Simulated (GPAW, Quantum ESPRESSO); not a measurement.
# Core-hole calculation of the Ti L₃ edge in TiNCl (Pmmn), part 3 of 3

What does one-electron theory with a core hole give for the Ti L₃ edge of TiNCl (Pmmn)?

GPAW 26.7.0; X-ray absorption from dipole matrix elements to empty bands, plane-wave PAW LDA.

So far. Step 5 (Spectrum with FCH, Ti atom 1): Main maxima below 30 eV (height): 0.4 eV (9.87) and 3.2 eV (3.30).  Step 5 (Spectrum with FCH, Ti atom 1): The hole costs E(hole) − E(ground) = 452.51 eV, and the lowest empty level of the hole cell on the spectrum's mesh lies at 3.96 eV, which puts the zero at 456.47 eV.

### Step 6. Excitation energy, Ti atom 1

Level of this step: plane-wave PAW DFT, LDA, self-consistent field (GPAW).

With the excited electron kept in the cell the system stays neutral, and the energy difference is an excitation energy by itself. In a small cell that electron takes up a good share of the lowest empty band, or all of one, which shifts the value from the true onset.

Changed against the first core-hole run: core hole to XCH, with the smearing that suits a partly filled band.

The input, scf.py:

```python
import numpy as np
from ase import Atoms
from ase.parallel import parprint, paropen
from gpaw import GPAW, PW, FermiDirac, Mixer, MixerDif, setup_paths
from gpaw.test import gen
setup_paths.insert(0, '.')
gen('Ti', name='fch2p', xcname='LDA', corehole=(2, 1, 1), write_xml=True)
from gpaw.mpi import world
world.barrier()

atoms = Atoms('Ti8Cl8N8',
    cell=[[-6.516, 3.937, 0],
     [6.516, 3.937, 0],
     [0, 3.937, -7.803]],
    scaled_positions=[[0.325, 0.575, 0.1],
     [0.825, 0.075, 0.1],
     [0.075, 0.825, 0.1],
     [0.575, 0.325, 0.1],
     [0.3, 0.3, 0.9],
     [0.8, 0.8, 0.9],
     [0.05, 0.55, 0.9],
     [0.55, 0.05, 0.9],
     [0.335, 0.335, 0.33],
     [0.835, 0.835, 0.33],
     [0.085, 0.585, 0.33],
     [0.585, 0.085, 0.33],
     [0.29, 0.54, 0.67],
     [0.79, 0.04, 0.67],
     [0.04, 0.79, 0.67],
     [0.54, 0.29, 0.67],
     [0.025, 0.025, 0.95],
     [0.525, 0.525, 0.95],
     [0.775, 0.275, 0.95],
     [0.275, 0.775, 0.95],
     [0.6, 0.85, 0.05],
     [0.1, 0.35, 0.05],
     [0.35, 0.1, 0.05],
     [0.85, 0.6, 0.05]],
    pbc=True)
atoms.calc = calc = GPAW(legacy_gpaw=True, mode=PW(500, force_complex_dtype=True), xc='LDA', setups={0: 'fch2p'},
    kpts={'size': (3, 3, 3), 'gamma': True}, occupations=FermiDirac(0.04),
    charge=-1, mixer=Mixer(0.1, 5, 50), maxiter=150,
    convergence={'density': 0.0001, 'eigenstates': 1e-6}, txt='scf.txt')
energy = atoms.get_potential_energy() + calc.get_reference_energy()
ef = calc.get_fermi_level()
out = dict(energy=energy, fermi=ef, forces=atoms.get_forces().tolist())
parprint(f'all-electron energy {energy:.4f} eV, Fermi level {ef:.4f} eV')
ev = np.array([[calc.get_eigenvalues(k, s) for k in range(len(calc.get_ibz_k_points()))] for s in range(calc.get_number_of_spins())])
out['homo'], out['lumo'], out['counts'] = ev[ev < ef].max(), ev[ev > ef].min(), sorted(set((ev < ef).sum((0, 2)).tolist()))
out['filled'] = (ev[:, 0] < ef).sum(1).tolist()
import json
with paropen('out.json', 'w') as f:
    json.dump(out, f)
```

Run with:

```
$ OMP_NUM_THREADS=1 mpirun -n 4 gpaw python scf.py
```

Numbers of over 12 decimals in the logs are rounded to 6 here.

The log of the run:

```text
Input parameters:
  charge: -1
  convergence: {density: 0.0001,
                eigenstates: 1e-06}
  kpts: {gamma: True,
         size: (3, 3, 3)}
  maxiter: 150
  mixer: {backend: pulay,
          beta: 0.1,
          method: separate,
          nmaxold: 5,
          weight: 50}
  mode: {ecut: 500.0,
         force_complex_dtype: True,
         name: pw}
  occupations: {fixmagmom: False,
[...]
<dir> UserWarning: Initial realspace grid (40,40,48) inconsistent with symmetries.
  warnings.warn(
<dir> UserWarning: Initial realspace grid (40,40,48) inconsistent with symmetries.
  warnings.warn(
<dir> UserWarning: Using symmetrized grid: (48,48,48).

  warnings.warn('Using symmetrized grid: ({},{},{}).\n'.format(*N_c))
<dir> UserWarning: Using symmetrized grid: (48,48,48).

  warnings.warn('Using symmetrized grid: ({},{},{}).\n'.format(*N_c))
all-electron energy -297039.9613 eV, Fermi level 4.8266 eV
[key lines of the parts left out:]
Converged after 21 iterations.
Dipole moment: (0.022135, -48.299032, -0.329939) |e|*Ang
Free energy:   -196.811222
Fermi level: 4.82663
```

Wall time 3.6 min (4 MPI ranks of Arm Neoverse V1, shared host); peak memory 0.44 GiB; 15 min of CPU time.

The total-energy difference is 456.96 eV. With the free-atom terms of -3.61 eV for this edge, the photon energy is 453.35 eV.

### Step 7. What the core hole does

Both curves are counted from their own zero, so only the shift of weight within the empty states shows.

```
E (eV)  no hole   FCH
  -2.0     0.00  0.00
  -1.0     0.00  0.02
   0.0     0.19  6.06
   1.0     4.13  4.34
   2.0     4.64  2.21
   3.0     1.27  3.01
   4.0     3.12  1.53
   5.0     1.86  0.34
   6.0     0.52  0.18
   7.0     0.15  0.03
   8.0     0.28  0.12
   9.0     0.33  0.23
  10.0     0.33  0.27
  11.0     0.37  0.32
  12.0     0.42  0.37
  13.0     0.36  0.35
  14.0     0.29  0.28
  15.0     0.25  0.24
  16.0     0.25  0.22
  17.0     0.28  0.25
  18.0     0.30  0.29
  19.0     0.30  0.30
  20.0     0.32  0.31
  21.0     0.32  0.31
  22.0     0.32  0.31
  23.0     0.31  0.30
  24.0     0.29  0.29
  25.0     0.28  0.28
  26.0     0.28  0.28
  27.0     0.28  0.28
  28.0     0.28  0.29
  29.0     0.28  0.29
  30.0     0.27  0.28
  31.0     0.28  0.29
  32.0     0.29  0.30
```

With each curve scaled to its own mean, the area from −2 to 6 eV with the hole is 18.3 against 15.8, and the centre of weight from −1 to 20 eV moves by -1.4 eV, while the pattern of peaks shifts by -1.0 eV: the hole pulls the absorber's empty states down.

### Step 8. Runs not followed above

These runs aren't followed: redraws of a spectrum that repeat one shown, runs with a planted fault or a state judged unsound, or a program's part that gave no sound spectrum.

| program | step | status | elapsed |
| --- | --- | --- | --- |
| Quantum ESPRESSO | ground state | converged | 35 s |
| Quantum ESPRESSO | no core hole | converged | 3.9 min |
| Quantum ESPRESSO | no core hole, redrawn | converged | 15 s |
| Quantum ESPRESSO | supercell ground state | converged | 2 min |
| Quantum ESPRESSO | core-hole potential | converged | 0.76 s |
| Quantum ESPRESSO | supercell with FCH | converged | 2.7 min |
| Quantum ESPRESSO | spectrum with FCH | converged | 26 min |
| Quantum ESPRESSO | spectrum with FCH, redrawn | converged | 8.8 s |
| Quantum ESPRESSO | supercell with XCH | converged | 2.5 min |
| Quantum ESPRESSO | edge energy | converged | 0 s |

### Step 9. Summary of results

```yaml
absorber_and_edge: Ti L₃, atom 1 of the ground-state input (counted from 1)
surroundings: 4 N at 2.01 Å and 2 Cl at 2.42 Å (distorted octahedral, site symmetry mm2)
highest_intensity_below_24_ev: 0.4 eV above the zero, height 9.87
photon_energy_of_the_zero_with_the_added_terms: 452.9 eV (raw 456.5 eV; uncertain by a few eV)
```

The Ti L₃ edge of atom 1, with 4 N at 2.01 Å and 2 Cl at 2.42 Å (distorted octahedral, site symmetry mm2), has its highest intensity of the first 24 eV at 0.4 eV above the zero, near 453 eV in photon energy (uncertain by a few eV), 9.9 times the mean level of the first 20 eV (Gaussian full width 0.9 eV up to 4 eV, rising linearly to 3.5 eV at 25 eV). With each curve scaled to its own mean, the area from −2 to 6 eV with the hole is 18.3 against 15.8, and the centre of weight from −1 to 20 eV moves by -1.4 eV, while the pattern of peaks shifts by -1.0 eV: the hole pulls the absorber's empty states down. The neutral-cell energy lies +0.5 eV from the charged-cell zero, a gap made of the charged-cell error and of where the added electron settles. At the Ti L₃ edge of atom 1 polarisation matters most near 3.7 eV, where the curves differ by 2.5 on this scale. The same cell was also set up in Quantum ESPRESSO; that part failed, was judged unsound or used a data set known to give false states; its runs are listed without their results. One-electron theory leaves out the 2p–3d multiplets that shape measured L edges of 3d elements, and the L₂ edge isn't added. The mesh is coarse (0.25 Å⁻¹ between points), so small maxima may be mesh ripples. The structure is a published determination, not relaxed.

[Banner, clock and machine lines of the logs are left out without a mark of their own.]

[Logs are printed without paths, hosts, clocks, repeated set-up lines and the standing remarks that a program may print on its own settings, such as how far it seeks lower states.]

[Hosts, paths, dates, database ids (printed as entryN), source tags and the programs' standing remarks are cut or masked in the printed files.]

[Lists of maxima count a maximum above −3 eV only where it reaches 4 % of the highest in the window and stands out from its surroundings by 2 % of it (1.5 % where it reaches 55 %); shoulders and weaker maxima are passed over, and of the rest the first, up to two pre-edge ones and the few strongest are named.]
